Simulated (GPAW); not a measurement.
A computed Cu L₃-edge spectrum of one site in a crystal of Cu and Y, with its zero at a photon energy of about 929.3 eV (raw 937.9 eV, less 8.6 eV of added terms; uncertain by a few eV). Method: GPAW, LDA, excited-electron core hole (neutral cell) in a small cell, dipole transitions, broadening that rises with energy.

Energy from the lowest empty level; intensity scaled to a mean of 1 over the first 20 eV:

| E (eV) | intensity |
| --- | --- |
| -2.0 | 0.00 |
| -1.5 | 0.00 |
| -1.0 | 0.01 |
| -0.5 | 0.11 |
| 0.0 | 0.58 |
| 0.5 | 0.78 |
| 1.0 | 0.61 |
| 1.5 | 0.83 |
| 2.0 | 0.89 |
| 2.5 | 1.00 |
| 3.0 | 1.35 |
| 3.5 | 1.28 |
| 4.0 | 0.77 |
| 4.5 | 0.52 |
| 5.0 | 0.44 |
| 5.5 | 0.39 |
| 6.0 | 0.40 |
| 6.5 | 0.44 |
| 7.0 | 0.50 |
| 7.5 | 0.57 |
| 8.0 | 0.73 |
| 8.5 | 0.99 |
| 9.0 | 1.20 |
| 9.5 | 1.26 |
| 10.0 | 1.25 |
| 10.5 | 1.22 |
| 11.0 | 1.21 |
| 11.5 | 1.22 |
| 12.0 | 1.22 |
| 12.5 | 1.17 |
| 13.0 | 1.11 |
| 13.5 | 1.07 |
| 14.0 | 1.07 |
| 14.5 | 1.11 |
| 15.0 | 1.17 |
| 15.5 | 1.19 |
| 16.0 | 1.17 |
| 16.5 | 1.14 |
| 17.0 | 1.14 |
| 17.5 | 1.20 |
| 18.0 | 1.28 |
| 18.5 | 1.36 |
| 19.0 | 1.39 |
| 19.5 | 1.37 |
| 20.0 | 1.30 |
| 20.5 | 1.21 |
| 21.0 | 1.14 |
| 21.5 | 1.10 |
| 22.0 | 1.08 |
| 22.5 | 1.07 |
| 23.0 | 1.07 |
| 23.5 | 1.07 |
| 24.0 | 1.06 |
| 24.5 | 1.07 |
| 25.0 | 1.08 |
| 25.5 | 1.10 |
| 26.0 | 1.12 |
| 26.5 | 1.15 |
| 27.0 | 1.18 |
| 27.5 | 1.21 |
| 28.0 | 1.24 |
| 28.5 | 1.25 |
| 29.0 | 1.25 |
| 29.5 | 1.23 |
| 30.0 | 1.20 |
| 30.5 | 1.16 |
| 31.0 | 1.13 |
| 31.5 | 1.10 |
| 32.0 | 1.07 |

**Question.** Which coordination does this site have?

At an L edge the dipole rule selects empty d and s states; the absorber's d shell is nominally full, so the onset shows only d character mixed into the empty bands. It is atom 2 of YCu (Pm-3m), with 8 Y at 2.99 Å and 6 Cu at 3.46 Å (cube and octahedron, as in bcc, site symmetry m-3m). Its main maxima below 30 eV lie at 0.4 eV (0.80), 3.2 eV (1.42), 9.6 eV (1.26), 15.5 eV (1.19), 19.0 eV (1.39) and 28.6 eV (1.25). A near-edge spectrum doesn't fix the structure by itself; it is matched against candidates. Only the L₃ part is meant: spin–orbit coupling of the core level isn't computed and the L₂ copy isn't added. The holes are only 6.0 Å apart, so the shape is probably not converged with cell size; no larger cell was run here. Lifetime broadening is put in by hand, and intensities beyond about 20 eV depend on it and on the partial waves. The structure is a computed Materials Project entry and may be a hypothetical form.

[Hosts, paths, dates, database ids (printed as entryN), source tags and the programs' standing remarks are cut or masked in the printed files.]

[Lists of maxima count a maximum above −3 eV only where it reaches 4 % of the highest in the window and stands out from its surroundings by 2 % of it (1.5 % where it reaches 55 %); shoulders and weaker maxima are passed over, and of the rest the first, up to two pre-edge ones and the few strongest are named.]
